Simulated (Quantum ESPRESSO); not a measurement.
## Magnetic state of KNiF3 from several starts

Does KNiF3 prefer parallel or opposed moments, or none?

Main program and level: Quantum ESPRESSO 7.5; PBEsol; plane waves with GBRV 1.5 PBEsol potentials, no spin-orbit coupling.

Most raw output is cut from this account.

The database entry behind the starting cell differs from later determinations by our own check (about 0.35 % short), so it need not match the best structure at ambient conditions.

### 1. Set-up

Symmetry: Pm-3m, No. 221, cubic system. The conventional cell has a = 4.000 Å, b = 4.000 Å, c = 4.000 Å, α = 90.00°, β = 90.00°, γ = 90.00°. Nearest to K lie 12 F at 2.83 Å. Nearest to Ni lie 6 F at 2.00 Å. F has 2 Ni at 2.00 Å and 4 K at 2.83 Å nearest. Farther neighbours and most contacts between anions are not listed.

The cell comes from the Crystallography Open Database.

### 2. Run 1 (ferro +)

The signs are those of the starting moments on the seeded atoms, the atoms that are given a moment.

pw.in reads:

```
&CONTROL
  calculation = 'scf'
  prefix = 'pwscf'
  outdir = './tmp'
  pseudo_dir = './pseudo'
  disk_io = 'nowf'
/
&SYSTEM
  ibrav = 0
  nat = 5
  ntyp = 3
  ecutwfc = 40
  ecutrho = 280
  nbnd = 34
  occupations = 'smearing'
  smearing = 'fd'
  degauss = 0.00367493
  nspin = 2
  starting_magnetization(1) = 0
  starting_magnetization(2) = 0.1111
  starting_magnetization(3) = 0
/
&ELECTRONS
  conv_thr = 1d-08
  electron_maxstep = 150
  mixing_beta = 0.3
/
ATOMIC_SPECIES
K      39.0983 k_pbesol_v1.4.uspp.F.UPF
Ni     58.6934 ni_pbesol_v1.4.uspp.F.UPF
F      18.9984 f_pbesol_v1.4.uspp.F.UPF
CELL_PARAMETERS angstrom
   4.0000000000    0.0000000000    0.0000000000
   0.0000000000    4.0000000000    0.0000000000
   0.0000000000    0.0000000000    4.0000000000
ATOMIC_POSITIONS crystal
K       0.0000000000    0.0000000000    0.0000000000
Ni      0.5000000000    0.5000000000    0.5000000000
F       0.5000000000    0.5000000000    0.0000000000
F       0.0000000000    0.5000000000    0.5000000000
F       0.5000000000    0.0000000000    0.5000000000
K_POINTS automatic
6 6 6 0 0 0
```

On the command line:

```sh
OMP_NUM_THREADS=1 mpirun -n 4 pw.x -nk 4 -in pw.in > pw.out
```

The job ended after 17 s (4 MPI ranks of Intel Xeon Platinum 8375C at 2.90GHz (Ice Lake), shared host; peak memory 0.44 GiB; 67 s of CPU time).

Spin moment in the atom's sphere by atom:

| atom | spin moment in the atom's sphere (μB) |
| --- | --- |
| K1 | 0.00 |
| Ni2 | 1.68 |
| F3 | 0.09 |
| F4 | 0.09 |
| F5 | 0.09 |

This step gave:

```
smearing term TS       : 0.003036 eV
magnetization          : 1.99 μB
absolute magnetization : 2.031 μB
final state            : ferromagnetic
```

### 3. Run 2 (antiferro q=(0,1/2,1/2) +−)

This order needs a doubled cell of 10 atoms. The wavevector q is in fractions of the reciprocal vectors of the crystal's primitive cell, as the cells of these inputs are built from it; moments change sign between cells as cos(2π q·R).

pw.in reads:

```
&CONTROL
  calculation = 'scf'
  prefix = 'pwscf'
  outdir = './tmp'
  pseudo_dir = './pseudo'
  disk_io = 'nowf'
/
&SYSTEM
  ibrav = 0
  nat = 10
  ntyp = 4
  ecutwfc = 40
  ecutrho = 280
  nbnd = 62
  occupations = 'smearing'
  smearing = 'fd'
  degauss = 0.00367493
  nspin = 2
  starting_magnetization(1) = 0
  starting_magnetization(2) = 0.1111
  starting_magnetization(3) = -0.1111
  starting_magnetization(4) = 0
/
&ELECTRONS
  conv_thr = 2d-08
  electron_maxstep = 150
  mixing_beta = 0.3
/
ATOMIC_SPECIES
K      39.0983 k_pbesol_v1.4.uspp.F.UPF
Ni1    58.6934 ni_pbesol_v1.4.uspp.F.UPF
Ni2    58.6934 ni_pbesol_v1.4.uspp.F.UPF
F      18.9984 f_pbesol_v1.4.uspp.F.UPF
CELL_PARAMETERS angstrom
   4.0000000000    0.0000000000    0.0000000000
   0.0000000000    8.0000000000    0.0000000000
   0.0000000000    4.0000000000    4.0000000000
ATOMIC_POSITIONS crystal
K       0.0000000000    0.0000000000    0.0000000000
K       0.0000000000    0.5000000000    0.0000000000
Ni1     0.5000000000    0.0000000000    0.5000000000
Ni2     0.5000000000    0.5000000000    0.5000000000
F       0.5000000000    0.2500000000    0.0000000000
F       0.5000000000    0.7500000000    0.0000000000
F       0.0000000000    0.0000000000    0.5000000000
F       0.0000000000    0.5000000000    0.5000000000
F       0.5000000000    0.7500000000    0.5000000000
F       0.5000000000    0.2500000000    0.5000000000
K_POINTS automatic
6 3 6 0 0 0
```

Wall time 80 s (4 MPI ranks); peak memory 0.84 GiB.

Spin moment in the atom's sphere by atom:

| atom | spin moment in the atom's sphere (μB) |
| --- | --- |
| K1 | 0.00 |
| K2 | 0.00 |
| Ni3 | 1.54 |
| Ni4 | -1.54 |
| F5 | 0.00 |
| F6 | 0.00 |
| F7 | 0.07 |
| F8 | -0.07 |
| F9 | 0.00 |
| F10 | 0.00 |

Read from the output:

| Quantity | Value |
| --- | --- |
| smearing term TS | 5.77e-4 eV |
| magnetization | 0 μB |
| absolute magnetization | 3.555 μB |
| final state | antiferromagnetic |

### 4. Start 3: antiferro q=(1/2,1/2,1/2) +−

The cell is doubled to 10 atoms to hold this order.

pw.in reads:

```
&CONTROL
  calculation = 'scf'
  prefix = 'pwscf'
  outdir = './tmp'
  pseudo_dir = './pseudo'
  disk_io = 'nowf'
/
&SYSTEM
  ibrav = 0
  nat = 10
  ntyp = 4
  ecutwfc = 40
  ecutrho = 280
  nbnd = 62
  occupations = 'smearing'
  smearing = 'fd'
  degauss = 0.00367493
  nspin = 2
  starting_magnetization(1) = 0
  starting_magnetization(2) = 0.1111
  starting_magnetization(3) = -0.1111
  starting_magnetization(4) = 0
/
&ELECTRONS
  conv_thr = 2d-08
  electron_maxstep = 150
  mixing_beta = 0.3
/
ATOMIC_SPECIES
K      39.0983 k_pbesol_v1.4.uspp.F.UPF
Ni1    58.6934 ni_pbesol_v1.4.uspp.F.UPF
Ni2    58.6934 ni_pbesol_v1.4.uspp.F.UPF
F      18.9984 f_pbesol_v1.4.uspp.F.UPF
CELL_PARAMETERS angstrom
   8.0000000000    0.0000000000    0.0000000000
   4.0000000000    4.0000000000    0.0000000000
   4.0000000000    0.0000000000    4.0000000000
ATOMIC_POSITIONS crystal
K       0.0000000000    0.0000000000    0.0000000000
K       0.5000000000    0.0000000000    0.0000000000
Ni1     0.7500000000    0.5000000000    0.5000000000
Ni2     0.2500000000    0.5000000000    0.5000000000
F       0.0000000000    0.5000000000    0.0000000000
F       0.5000000000    0.5000000000    0.0000000000
F       0.5000000000    0.5000000000    0.5000000000
F       0.0000000000    0.5000000000    0.5000000000
F       0.0000000000    0.0000000000    0.5000000000
F       0.5000000000    0.0000000000    0.5000000000
K_POINTS automatic
3 6 6 0 0 0
```

Wall time 56 s (4 MPI ranks); peak memory 0.82 GiB; 3.7 min of CPU time.

Spin moment in the atom's sphere by atom:

| atom | spin moment in the atom's sphere (μB) |
| --- | --- |
| K1 | 0.00 |
| K2 | 0.00 |
| Ni3 | 1.49 |
| Ni4 | -1.49 |
| F5 | 0.00 |
| F6 | 0.00 |
| F7 | 0.00 |
| F8 | 0.00 |
| F9 | 0.00 |
| F10 | 0.00 |

This step gave:

| Item | Value |
| --- | --- |
| smearing term TS | 7.84e-6 eV |
| magnetization | 0 μB |
| absolute magnetization | 3.367 μB |
| final state | antiferromagnetic |

### 5. Run 4 (no spin polarisation)

pw.in reads:

```
&CONTROL
  calculation = 'scf'
  prefix = 'pwscf'
  outdir = './tmp'
  pseudo_dir = './pseudo'
  disk_io = 'nowf'
/
&SYSTEM
  ibrav = 0
  nat = 5
  ntyp = 3
  ecutwfc = 40
  ecutrho = 280
  nbnd = 33
  occupations = 'smearing'
  smearing = 'fd'
  degauss = 0.00367493
/
&ELECTRONS
  conv_thr = 1d-08
  electron_maxstep = 150
  mixing_beta = 0.3
/
ATOMIC_SPECIES
K      39.0983 k_pbesol_v1.4.uspp.F.UPF
Ni     58.6934 ni_pbesol_v1.4.uspp.F.UPF
F      18.9984 f_pbesol_v1.4.uspp.F.UPF
CELL_PARAMETERS angstrom
   4.0000000000    0.0000000000    0.0000000000
   0.0000000000    4.0000000000    0.0000000000
   0.0000000000    0.0000000000    4.0000000000
ATOMIC_POSITIONS crystal
K       0.0000000000    0.0000000000    0.0000000000
Ni      0.5000000000    0.5000000000    0.5000000000
F       0.5000000000    0.5000000000    0.0000000000
F       0.0000000000    0.5000000000    0.5000000000
F       0.5000000000    0.0000000000    0.5000000000
K_POINTS automatic
6 6 6 0 0 0
```

The job ended after 6.7 s (4 MPI ranks; peak memory 0.39 GiB; 26 s of CPU time).

This step gave:

```
smearing term TS : 0.01575 eV
final state      : non-magnetic (no spin polarisation)
```

### 6. The states side by side

An order is kept where moments of 0.15 μB or more survive with the typed signs; meshes match where a doubled cell samples the same k points as the first cell.

Orders:

| start | final state | typed order kept | energy over the lowest (meV a seeded atom) | largest site moment (μB) | net moment (μB a cell of the first run) | mesh matched | CPU time (s) |
| --- | --- | --- | --- | --- | --- | --- | --- |
| ferro + | ferromagnetic | yes | 258.6 | 1.675 | 1.99 | yes | 67.07 |
| antiferro q=(0,1/2,1/2) +- | antiferromagnetic | yes | 76.48 | 1.541 | 0 | yes | 320.6 |
| antiferro q=(1/2,1/2,1/2) +- | antiferromagnetic | yes | 0 | 1.488 | 0 | yes | 221.6 |
| no spin polarisation | non-magnetic | - | 445.1 | 0 | 0 | yes | 25.95 |

### 7. A Heisenberg model

E = −Σ J e·e over ordered pairs of unit vectors, so each pair counts twice. As many shells are taken as there are differences of energy, so the couplings are solved for and no residual tests the model; further shells are folded in, and shells whose pairs keep their relative signs in all orders cancel and are not probed. Couplings from the energies:

| pair | distance (Å) | neighbours an atom | J (meV) |
| --- | --- | --- | --- |
| Ni-Ni | 4 | 6 | -21.55 |
| Ni-Ni | 5.657 | 12 | -0.6062 |

### 8. Summary of results

| Item | Value |
| --- | --- |
| lowest state found | antiferromagnetic (from antiferro q=(1/2,1/2,1/2) +-) |
| largest site moment | 1.49 μB |
| next state with moments | antiferromagnetic, 76.5 meV a seeded atom higher |
| state without moments | 445 meV a seeded atom higher |
| J of the weightiest shell (Ni-Ni, 4.00 Å; E = −Σ J e·e, ordered pairs) | -21.5 meV |

The largest moment changes by 11 % between the kept orders, a modest change. Only these 4 starts were compared; other wavevectors, canted and longer-period orders were not. No Hubbard term acts here. In such compounds local and semilocal functionals without one often delocalise the d electrons, and can shrink or lose moments and miss the size, sign and order of the couplings.

[Logs and program files are shortened in this print: banners, set-up blocks, solver, clock and traceback lines can be left out without a mark of their own.]

[Logs are printed without paths, hosts, clocks, repeated set-up lines and the standing remarks that a program may print on its own settings, such as how far it seeks lower states.]

[Hosts, paths, dates, database ids (printed as entryN), source tags and the programs' standing remarks are cut or masked in the printed files.]

[Where a cell is said to come from a database of computed structures, the database is the Materials Project.]
